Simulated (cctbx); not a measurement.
# Which space group?

Cell: a = 12.4510 Å, b = 12.4510 Å, c = 12.4510 Å, α = 90.00°, β = 90.00°, γ = 90.00°. Expected content of the cell: Sr32 V32.

The data are simulated with cctbx, not measured: Cu Kα, λ = 1.54184 Å, to d = 0.83 Å, 80 % of the full sphere, strongest reflection 20000 counts, noise from counting, a 6 % proportional error and a noise floor of 2 counts (s.d.); no absorption, some extinction.

A first pass over the reflections prints:

```text
11319 reflections to d = 0.830 A
centring   violations  <I/sigma> of those
    A       5552 of  5661     13.1
    B       5519 of  5622     13.2
    C       5587 of  5699     13.1
    I       5625 of  5728     13.0
    R       7445 of  7567     13.0
    F       8329 of  8491     13.2
Laue class    unique    Rint  (classes that these axes allow; Friedel mates merged)
P -1             6790   0.043
P 1 2/m 1        3704   0.048
P 1 1 2/m        3702   0.048
P 2/m 1 1        3700   0.049
P m m m          2044   0.052
P 4/m            1868   0.105
P 4/m m m        1091   0.107
R -3 :R          2362   0.051
R -3 m :R        1310   0.106
P m -3            687   0.055
P m -3 m          412   0.108
space group    extra absences  I>4sigma  <I/sigma>
P 4 3 2                 0          0         -  acentric
P 42 3 2               35          0       0.2  acentric
P -4 3 m                0          0         -  acentric
P m -3 m                0          0         -  centric
Wilson B = 1.20 A^2   <|E^2-1|> = 0.649 (0.968 centric, 0.736 acentric)   E^2>4: 0.0 %
shell (A)         n   <I/sigma>
12.45 - 1.66     69     38.1
 1.66 - 1.32     55     46.2
 1.32 - 1.15     51     45.0
 1.15 - 1.05     47     46.9
 1.05 - 0.97     49     43.8
 0.97 - 0.91     48     45.2
 0.91 - 0.87     46     35.8
 0.87 - 0.83     47     40.9
```

Q: Read the symmetry from these tables.

Every centring test has many violations, so the lattice is primitive.

Rint stays low (0.043 to 0.108) up to P m -3 m, the highest class in these axes.

4 settings pass the absence test. The most absences obeyed, 35, belong to P 42 3 2 alone.

⟨|E²−1|⟩ = 0.649 leans to a non-centrosymmetric structure, or to twinning, which lowers it. The Wilson B of 1.20 Å² means U ≈ 0.0152 Å².

The true group is P2_13 (no. 198), Laue class m-3, non-centrosymmetric. It isn't in the list: the twinning raises the apparent Laue symmetry.

The crystal is twinned by the law (0 -1 0 -1 0 0 0 0 -1) with a minor fraction of 0.4; Rint in the higher class falls towards the noise as the fraction nears 1/2.

The model was made for the exercise: a known structure type with other elements put in, its volume estimated, not relaxed; displacement parameters are assumed.

[Logs are printed without paths, hosts, clocks, repeated set-up lines and the standing remarks that a program may print on its own settings, such as how far it seeks lower states.]
